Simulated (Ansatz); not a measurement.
# SrCdSiS4: which shell does photoemission see at 21.2 and 60 eV? (r²SCAN)

The valence band of SrCdSiS4 mixes several shells. Work out by hand which one leads the spectrum's area at each photon energy.

Filled states come from the projected DOS of Ansatz 0.2.0 (r²SCAN, plane waves); cross sections σ and asymmetry parameters β are those of free atoms in a Dirac–Hartree–Slater calculation. A shell's area is states × σ × angular factor, which is 1 + β·P₂(cos θ) for linear light, with θ = 0° from the polarisation and P₂ = 1.000.

**At 21.2 eV** (states counted from 11.1 eV below the zero; other shells add 4.1 to the products' sum of 142):

```
shell  filled states a cell  cross section (Mb an electron)      β  angular factor  product  share by hand (%)  share in the simulated spectrum (%)
Cd 4d                 19.62                           0.964  -0.11            0.89     16.8                 12                                   12
 S 3s                  2.20                               0   0.00            1.00        0                  0                                    0
 S 3p                 39.39                            1.08   1.85            2.85      121                 85                                   85
```

**At 60 eV** (states counted from 18.2 eV below the zero; other shells add 5.1 to the products' sum of 110):

| shell | filled states a cell | cross section (Mb an electron) | β | angular factor | product | share by hand (%) | share in the simulated spectrum (%) |
| --- | --- | --- | --- | --- | --- | --- | --- |
| Cd 4d | 19.95 | 2.14 | 0.92 | 1.92 | 81.8 | 75 | 75 |
| S 3s | 14.17 | 0.194 | 2.00 | 3.00 | 8.26 | 8 | 8 |
| S 3p | 39.85 | 0.182 | 1.01 | 2.01 | 14.6 | 13 | 13 |

S 3p leads at 21.2 eV and Cd 4d at 60 eV. Between the two energies σ of S 3p changes by a factor 0.17 and that of Cd 4d by 2.2, so their ratio moves 13-fold in favour of the second. The simulated spectrum uses the same rule on the energy-resolved DOS, so the two share columns agree within a few points.

Only crystals where the two columns agree within 4 points and the lead is clear are worked in this form. Free-atom cross sections ignore the solid's final states, no escape depth or background enters, and the count of states a shell hangs on the projection.

[Logs are printed without paths, hosts, clocks, repeated set-up lines and the standing remarks that a program may print on its own settings, such as how far it seeks lower states.]
